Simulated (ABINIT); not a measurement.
**How the form of the self-energy moves the gap of MgO (Fm-3m)**

Aim: compare treatments of exchange, screening and correlation for the gap of MgO (Fm-3m).

Calculated with ABINIT 10.8.3; PBE and many-body steps on it, plane waves.

**What was measured.**

- Gap 7.83 eV: direct gap at Gamma, low temperature; bulk crystal (literature value) (quoted in “The Band-Gap Studies of Short-Period CdO/MgO Superlattices”, 2021, pmc:8035356).

- Gap 7.83 eV: literature experimental gap; bulk crystal (quoted in “Electronic structure of alkaline earth and post-transition metal oxides”, 2009, arxiv:0908.1581).

**1. The structure**

The structure is cubic, space group Fm-3m (No. 225). Conventional cell: a = 4.194 Å, b = 4.194 Å, c = 4.194 Å, α = 90.00°, β = 90.00°, γ = 90.00°. Nearest to Mg lie 6 O at 2.10 Å. Nearest to O lie 6 Mg at 2.10 Å. Farther neighbours and most contacts between anions are not listed.

The cell and positions are those that the Materials Project relaxed with its own functionals (PBE, PBE+U or r2SCAN), kept fixed.

**2. Empty states on the mesh, 6×6×6 mesh, 171 bands**

This step: ABINIT 10.8.3; DFT, PBE, plane waves, norm-conserving pseudopotentials.

The sums over transitions need many empty states on a uniform mesh; this step solves for them.

The input, run.abi:

```
acell 3*1.0 Angstrom
rprim 
  -0.000000000000 2.097001392700 2.097001392700
  2.097001392700 0.000000000000 2.097001392700
  2.097001392700 2.097001392700 0.000000000000
ntypat 2
znucl 12 8
natom 2
typat 1 2
xred 
  0.000000000000 0.000000000000 0.000000000000
  0.500000000000 0.500000000000 0.500000000000
pp_dirpath "pseudos"
pseudos "Mg.upf, O.upf"
ecut 38
ngkpt 6 6 6
nshiftk 1
shiftk 0 0 0
kptopt 1
chksymbreak 0
irdden 1
istwfk *1
nband 171
prtvol 0
optdriver 6
gwr_task "HDIAGO"
paral_kgb 0
occopt 1
indata_prefix "in"
outdata_prefix "out"
tmpdata_prefix "tmp"
```

On the command line:

```bash
OMP_NUM_THREADS=1 mpirun -n 8 abinit run.abi > log
```

Output:

```text
.Version 10.8.3 of ABINIT. v10.8.2 released Aug 2026.

 Symmetries : space group Fm -3 m (#225); Bravais cF (face-center cubic)
[... echo of the input left out ...]
== DATASET  1 ==================================================================
-   mpi_nproc: 8, omp_nthreads: 1 (-1 if OMP is not activated)

--- !DatasetInfo
iteration_state: {dtset: 1, }
dimensions: {natom: 2, nkpt: 16, mband: 171, nsppol: 1, nspinor: 1, nspden: 1, mpw: 1411, }
cutoff_energies: {ecut:  38.0, pawecutdg:  -1.0, }
[...]
Direct band gap semiconductor
 Fundamental gap:     4.895 (eV)
   VBM:     4.841 (eV) at k: [ 0.0000E+00,  0.0000E+00,  0.0000E+00]
   CBM:     9.736 (eV) at k: [ 0.0000E+00,  0.0000E+00,  0.0000E+00]
 Direct gap:         4.895 (eV) at k: [ 0.0000E+00,  0.0000E+00,  0.0000E+00]

== END DATASET(S) ==============================================================
================================================================================

 -outvars: echo values of variables after computation  --------
           etotal      0.0000000000E+00
            nband         171
             nkpt          16
          spgroup         225
 [... the other variables as echoed above ...]

 Calculation completed.
```

Wall time 4.8 s (8 MPI ranks of Intel Xeon Platinum 8488C (Sapphire Rapids), shared host); peak memory 1.4 GiB.

Numbers from this step:

```yaml
gap: 4.895 eV
k_of_the_valence_top: 0, 0, 0
k_of_the_conduction_bottom: 0, 0, 0
least_direct_gap: 4.895 eV
k_points_computed: 16
lowest_point_of_the_top_converged_band_above_the_valence_top: 218.9456 eV
```

On this mesh the gap is 4.895 eV.

The density comes from a self-consistent run that is not shown.

**3. Screening, 6×6×6 mesh, 163 bands, screening to 304.8 eV**

The RPA dielectric matrix is built and inverted for each q.

This step: RPA screening on PBE, plane waves, norm-conserving pseudopotentials.

Changes to run.abi since step 2:

```diff
@@ -20,10 +20,11 @@
 chksymbreak 0
-irdden 1
 istwfk *1
-nband 171
-prtvol 0
-optdriver 6
-gwr_task "HDIAGO"
-paral_kgb 0
 occopt 1
+irdwfk 1
+optdriver 3
+nband 163
+ecuteps 11.2
+inclvkb 2
+awtr 1
+symchi 1
 indata_prefix "in"
```

Output:

```text
.Version 10.8.3 of ABINIT. v10.8.2 released Aug 2026.

 Symmetries : space group Fm -3 m (#225); Bravais cF (face-center cubic)
[... echo of the input left out ...]
== DATASET  1 ==================================================================
-   mpi_nproc: 8, omp_nthreads: 1 (-1 if OMP is not activated)

--- !DatasetInfo
iteration_state: {dtset: 1, }
dimensions: {natom: 2, nkpt: 16, mband: 163, nsppol: 1, nspinor: 1, nspden: 1, mpw: 1411, }
cutoff_energies: {ecut:  38.0, pawecutdg:  -1.0, }
electrons: {nelect:   1.60000000E+01, charge:   0.00000000E+00, occopt:   1.00000000E+00, tsmear:   1.00000000E-02, }

 SCREENING: Calculation of the susceptibility and dielectric matrices

 Based on a program developped by R.W. Godby, V. Olevano, G. Onida, and L. Reining.
 Incorporated in ABINIT by V. Olevano, G.-M. Rignanese, and M. Torrent.
.Using double precision arithmetic ; gwpc =  8

[... cell and pseudopotentials left out ...]
--------------------------------------------------------------------------------

 ==== K-mesh for the wavefunctions ====
 Number of points in the irreducible wedge :    16
[... list of points left out ...]
 Together with 48 symmetry operations and time-reversal symmetry
 yields   216 points in the full Brillouin Zone.

 ==== Q-mesh for the screening function ====
 Number of points in the irreducible wedge :    16
[... list of points left out ...]
 Together with 48 symmetry operations and time-reversal symmetry
 yields   216 points in the full Brillouin Zone.

 setmesh: FFT mesh size selected  =    24x   24x   24
          total number of points  =        13824

 vcoul_init : cutoff-mode = AUXILIARY_FUNCTION
 q-points for optical limit:   1
     1)      0.000010    0.000020    0.000030

- screening: taking advantage of time-reversal symmetry
- Maximum band index for partially occupied states nbvw = 8
- Remaining bands to be divided among processors   nbcw = 155
- Number of bands treated by each node ~19

 Number of electrons calculated from density =   16.0000; Expected =   16.0000
 average of density, n =  0.128557
 r_s =    1.2291
 omega_plasma =   34.5863 [eV]

 calculating chi0 at frequencies [eV] :
  1    0.000000E+00    0.000000E+00
  2    0.000000E+00    3.458631E+01

--------------------------------------------------------------------------------
  q-point number  1        q = ( 0.000000, 0.000000, 0.000000) [r.l.u.]
--------------------------------------------------------------------------------
[... chi0 elements left out ...]
 For q-point:  0.000010 0.000020 0.000030
  dielectric constant =   3.0176
  dielectric constant without local fields =   3.2383

  Average fulfillment of the sum rule on Im[epsilon] for q-point    1 :     86.14  [%]
[... wings left out ...]
  q-point number  2        q = ( 0.166667, 0.000000, 0.000000) [r.l.u.]
--------------------------------------------------------------------------------
[... chi0 elements left out ...]
  Average fulfillment of the sum rule on Im[epsilon] for q-point    2 :     97.25  [%]

 [... 14 further q-points ...]
```

Run time: 70 s. Hardware: 8 MPI ranks; peak memory 1.6 GiB; 9.3 min of CPU time.

This step gave:

* ε∞ with local fields, on this mesh, along the program's q direction: 3.018
* the same without local fields: 3.238
* plasma frequency: 34.59 eV
* plane waves in the screening matrix: 229

Local fields lower ε∞ by 7 %.

**4. G0W0, Godby-Needs plasmon pole**

The self-energy is evaluated for the states that the input lists, and the levels follow from it, in one-shot runs by the linearised quasiparticle equation.

This step: G0W0 on PBE, plane waves, norm-conserving pseudopotentials.

Changes to run.abi since step 3:

```diff
@@ -23,8 +23,15 @@
 irdwfk 1
-optdriver 3
+optdriver 4
 nband 163
+gwcalctyp 0
+ecutsigx 38
+symsigma 1
+nkptgw 1
+kptgw 
+  0.0000000000 0.0000000000 0.0000000000
+bdgw 
+  6 12
 ecuteps 11.2
-inclvkb 2
-awtr 1
-symchi 1
+irdscr 1
+ppmodel 1
 indata_prefix "in"
```

Output:

```text
.Version 10.8.3 of ABINIT. v10.8.2 released Aug 2026.

 Symmetries : space group Fm -3 m (#225); Bravais cF (face-center cubic)
[... echo of the input left out ...]
== DATASET  1 ==================================================================
-   mpi_nproc: 8, omp_nthreads: 1 (-1 if OMP is not activated)

--- !DatasetInfo
iteration_state: {dtset: 1, }
dimensions: {natom: 2, nkpt: 16, mband: 163, nsppol: 1, nspinor: 1, nspden: 1, mpw: 1411, }
cutoff_energies: {ecut:  38.0, pawecutdg:  -1.0, }
electrons: {nelect:   1.60000000E+01, charge:   0.00000000E+00, occopt:   1.00000000E+00, tsmear:   1.00000000E-02, }

 SIGMA: Calculation of the GW corrections

 Based on a program developped by R.W. Godby, V. Olevano, G. Onida, and L. Reining.
 Incorporated in ABINIT by V. Olevano, G.-M. Rignanese, and M. Torrent.
.Using double precision arithmetic ; gwpc =  8

[... cell and pseudopotentials left out ...]
--------------------------------------------------------------------------------

 ==== K-mesh for the wavefunctions ====
 Number of points in the irreducible wedge :    16
[... list of points left out ...]
 Together with 48 symmetry operations and time-reversal symmetry
 yields   216 points in the full Brillouin Zone.

 ==== Q-mesh for screening function ====
 Number of points in the irreducible wedge :    16
[... list of points left out ...]
 Together with 48 symmetry operations and time-reversal symmetry
 yields   216 points in the full Brillouin Zone.

 vcoul_init : cutoff-mode = AUXILIARY_FUNCTION
 q-points for optical limit:   1
     1)      0.000010    0.000020    0.000030
 setmesh: FFT mesh size selected  =    32x   32x   32
          total number of points  =        32768

 Number of electrons calculated from density =   16.0000; Expected =   16.0000
 average of density, n =  0.128557
 r_s =    1.2291
 omega_plasma =   34.5863 [eV]

 === KS Band Gaps ===
  >>>> For spin  1
   Minimum direct gap =   4.8948 [eV], located at k-point      :   0.0000  0.0000  0.0000
   Fundamental gap    =   4.8948 [eV], Top of valence bands at :   0.0000  0.0000  0.0000
                                       Bottom of conduction at :   0.0000  0.0000  0.0000
 SIGMA fundamental parameters:
 PLASMON POLE MODEL  1
 number of plane-waves for SigmaX                 1411
 number of plane-waves for SigmaC and W            229
 number of plane-waves for wavefunctions          1411
 number of bands                                   163
 number of independent spin polarizations            1
 number of spinorial components                      1
 number of k-points in IBZ                          16
 number of q-points in IBZ                          16
 number of symmetry operations                      48
 number of k-points in BZ                          216
 number of q-points in BZ                          216
 number of frequencies for dSigma/dE                 9
 frequency step for dSigma/dE [eV]                0.25
 number of omega for Sigma on real axis              0
 max omega for Sigma on real axis  [eV]           0.00
 zcut for avoiding poles [eV]                     0.10

 EPSILON^-1 parameters (SCR file):
 dimension of the eps^-1 matrix on file            229
 dimension of the eps^-1 matrix used               229
 number of plane-waves for wavefunctions          1411
 number of bands                                   163
 number of q-points in IBZ                          16
 number of frequencies                               2
 number of real frequencies                          1
 number of imag frequencies                          1

 matrix elements of self-energy operator (all in [eV])

 Perturbative Calculation

--- !SelfEnergy_ee
iteration_state: {dtset: 1, }
kpoint     : [   0.000,    0.000,    0.000, ]
spin       : 1
KS_gap     :    4.895
QP_gap     :    7.269
Delta_QP_KS:    2.374
data: !SigmaeeData |
     Band     E0 <VxcDFT>   SigX SigC(E0)      Z dSigC/dE  Sig(E)    E-E0       E
        6   4.841 -20.153 -25.631   3.575   0.807  -0.239 -21.689  -1.535   3.306
        7   4.841 -20.153 -25.631   3.575   0.807  -0.239 -21.689  -1.535   3.306
        8   4.841 -20.153 -25.631   3.575   0.807  -0.239 -21.689  -1.535   3.306
        9   9.736 -13.562  -8.944  -3.637   0.855  -0.170 -12.723   0.838  10.574
       10  20.877  -9.643  -3.728  -4.681   0.862  -0.160  -8.579   1.064  21.941
       11  20.877  -9.643  -3.728  -4.681   0.862  -0.160  -8.579   1.064  21.941
       12  20.877  -9.643  -3.728  -4.681   0.862  -0.160  -8.579   1.064  21.941

== END DATASET(S) ==============================================================
================================================================================

 -outvars: echo values of variables after computation  --------
           etotal      0.0000000000E+00
            nband         163
             nkpt          16
          spgroup         225
 [... the other variables as echoed above ...]

 Calculation completed.
```

The job ended after 7 s (8 MPI ranks; peak memory 1.6 GiB).

Numbers from this step:

* G0W0 gap on the points computed: 7.268 eV
* starting gap on the mesh: 4.895 eV
* k of the valence top: 0, 0, 0
* k of the conduction bottom: 0, 0, 0
* Z at the valence top: 0.807
* Z at the conduction bottom: 0.855
* least direct G0W0 gap on the computed points: 7.268 eV

The gap on the mesh goes from 4.89 eV to 7.27 eV, a correction of +2.37 eV.

**5. G0W0, Hybertsen-Louie plasmon pole**

Changes to run.abi since step 4:

```diff
@@ -35,3 +35,3 @@
 irdscr 1
-ppmodel 1
+ppmodel 2
 indata_prefix "in"
```

Output:

```text
.Version 10.8.3 of ABINIT. v10.8.2 released Aug 2026.

 Symmetries : space group Fm -3 m (#225); Bravais cF (face-center cubic)
[... echo of the input left out ...]
== DATASET  1 ==================================================================
-   mpi_nproc: 8, omp_nthreads: 1 (-1 if OMP is not activated)

--- !DatasetInfo
iteration_state: {dtset: 1, }
dimensions: {natom: 2, nkpt: 16, mband: 163, nsppol: 1, nspinor: 1, nspden: 1, mpw: 1411, }
cutoff_energies: {ecut:  38.0, pawecutdg:  -1.0, }
electrons: {nelect:   1.60000000E+01, charge:   0.00000000E+00, occopt:   1.00000000E+00, tsmear:   1.00000000E-02, }

 SIGMA: Calculation of the GW corrections

 Based on a program developped by R.W. Godby, V. Olevano, G. Onida, and L. Reining.
 Incorporated in ABINIT by V. Olevano, G.-M. Rignanese, and M. Torrent.
.Using double precision arithmetic ; gwpc =  8

[... cell and pseudopotentials left out ...]
--------------------------------------------------------------------------------

 ==== K-mesh for the wavefunctions ====
 Number of points in the irreducible wedge :    16
[... list of points left out ...]
 Together with 48 symmetry operations and time-reversal symmetry
 yields   216 points in the full Brillouin Zone.

 ==== Q-mesh for screening function ====
 Number of points in the irreducible wedge :    16
[... list of points left out ...]
 Together with 48 symmetry operations and time-reversal symmetry
 yields   216 points in the full Brillouin Zone.

 vcoul_init : cutoff-mode = AUXILIARY_FUNCTION
 q-points for optical limit:   1
     1)      0.000010    0.000020    0.000030
 setmesh: FFT mesh size selected  =    32x   32x   32
          total number of points  =        32768

 Number of electrons calculated from density =   16.0000; Expected =   16.0000
[...]
number of q-points in BZ                          216
 number of frequencies for dSigma/dE                 9
 frequency step for dSigma/dE [eV]                0.25
 number of omega for Sigma on real axis              0
 max omega for Sigma on real axis  [eV]           0.00
 zcut for avoiding poles [eV]                     0.10

 EPSILON^-1 parameters (SCR file):
 dimension of the eps^-1 matrix on file            229
 dimension of the eps^-1 matrix used               229
 number of plane-waves for wavefunctions          1411
 number of bands                                   163
 number of q-points in IBZ                          16
 number of frequencies                               2
 number of real frequencies                          1
 number of imag frequencies                          1

 matrix elements of self-energy operator (all in [eV])

 Perturbative Calculation

--- !SelfEnergy_ee
iteration_state: {dtset: 1, }
kpoint     : [   0.000,    0.000,    0.000, ]
spin       : 1
KS_gap     :    4.895
QP_gap     :    7.703
Delta_QP_KS:    2.809
data: !SigmaeeData |
     Band     E0 <VxcDFT>   SigX SigC(E0)      Z dSigC/dE  Sig(E)    E-E0       E
        6   4.841 -20.153 -25.631   2.716   0.885  -0.130 -22.598  -2.444   2.397
        7   4.841 -20.153 -25.631   2.716   0.885  -0.130 -22.598  -2.444   2.397
        8   4.841 -20.153 -25.631   2.716   0.885  -0.130 -22.598  -2.444   2.397
        9   9.736 -13.562  -8.944  -4.212   0.899  -0.112 -13.197   0.364  10.100
       10  20.877  -9.643  -3.728  -5.099   0.905  -0.105  -8.905   0.738  21.615
       11  20.877  -9.643  -3.728  -5.099   0.905  -0.105  -8.905   0.738  21.615
       12  20.877  -9.643  -3.728  -5.099   0.905  -0.105  -8.905   0.738  21.615

== END DATASET(S) ==============================================================
================================================================================

 -outvars: echo values of variables after computation  --------
           etotal      0.0000000000E+00
            nband         163
             nkpt          16
          spgroup         225
 [... the other variables as echoed above ...]

 Calculation completed.
```

Run time: 6.9 s. Hardware: 8 MPI ranks; peak memory 1.5 GiB; 54 s of CPU time.

This step gave:

| Property | Result |
| --- | --- |
| G0W0 gap on the points computed | 7.703 eV |
| starting gap on the mesh | 4.895 eV |
| k of the valence top | 0, 0, 0 |
| k of the conduction bottom | 0, 0, 0 |
| Z at the valence top | 0.885 |
| Z at the conduction bottom | 0.899 |
| least direct G0W0 gap on the computed points | 7.703 eV |

Against G0W0 in ABINIT (6×6×6 mesh, 163 bands, screening to 304.8 eV, Godby-Needs plasmon pole), the gap moves by +0.435 eV.

**6. G0W0, von der Linden-Horsch plasmon pole**

Changes to run.abi since step 5:

```diff
@@ -35,3 +35,3 @@
 irdscr 1
-ppmodel 2
+ppmodel 3
 indata_prefix "in"
```

Output:

```text
.Version 10.8.3 of ABINIT. v10.8.2 released Aug 2026.

 Symmetries : space group Fm -3 m (#225); Bravais cF (face-center cubic)
[... echo of the input left out ...]
== DATASET  1 ==================================================================
-   mpi_nproc: 8, omp_nthreads: 1 (-1 if OMP is not activated)

--- !DatasetInfo
iteration_state: {dtset: 1, }
dimensions: {natom: 2, nkpt: 16, mband: 163, nsppol: 1, nspinor: 1, nspden: 1, mpw: 1411, }
cutoff_energies: {ecut:  38.0, pawecutdg:  -1.0, }
[...]
10  20.877  -9.643  -3.728  -5.161   0.921  -0.086  -8.949   0.695  21.571
       11  20.877  -9.643  -3.728  -5.161   0.921  -0.086  -8.949   0.695  21.571
       12  20.877  -9.643  -3.728  -5.161   0.921  -0.086  -8.949   0.695  21.571

== END DATASET(S) ==============================================================
================================================================================

 -outvars: echo values of variables after computation  --------
           etotal      0.0000000000E+00
            nband         163
             nkpt          16
          spgroup         225
 [... the other variables as echoed above ...]

 Calculation completed.
```

Run time: 4.9 s. Hardware: 8 MPI ranks; peak memory 1 GiB.

This step gave:

```
G0W0 gap on the points computed              : 7.524 eV
starting gap on the mesh                     : 4.895 eV
k of the valence top                         : 0, 0, 0
k of the conduction bottom                   : 0, 0, 0
least direct G0W0 gap on the computed points : 7.524 eV
```

Against G0W0 in ABINIT (6×6×6 mesh, 163 bands, screening to 304.8 eV, Godby-Needs plasmon pole), the gap moves by +0.256 eV.

[end of part 1 of 2]

[Paths, hosts, dates, memory and timing lines, banners, echoed tables and standing remarks are left out of the program output.]

[Logs are printed without paths, hosts, clocks, repeated set-up lines and the standing remarks that a program may print on its own settings, such as how far it seeks lower states.]

[Runs of the session that timed out or met a known fault of the program may be left out.]

[No measured gap is set beside runs whose start may be inverted or whose files or cutoffs have a known fault.]

[Hosts, paths, dates, database ids (printed as entryN), source tags and the programs' standing remarks are cut or masked in the printed files.]

[G0W0 gaps are taken among the corrected bands and points alone; a level outside them can change the order at an edge.]

[Where Ansatz stands beside ABINIT at settings called matched, ABINIT's density can come from a denser mesh and the files from another edition; pairs whose starting gaps differed by over 0.03 eV were left out, so agreement reads better than it is.]
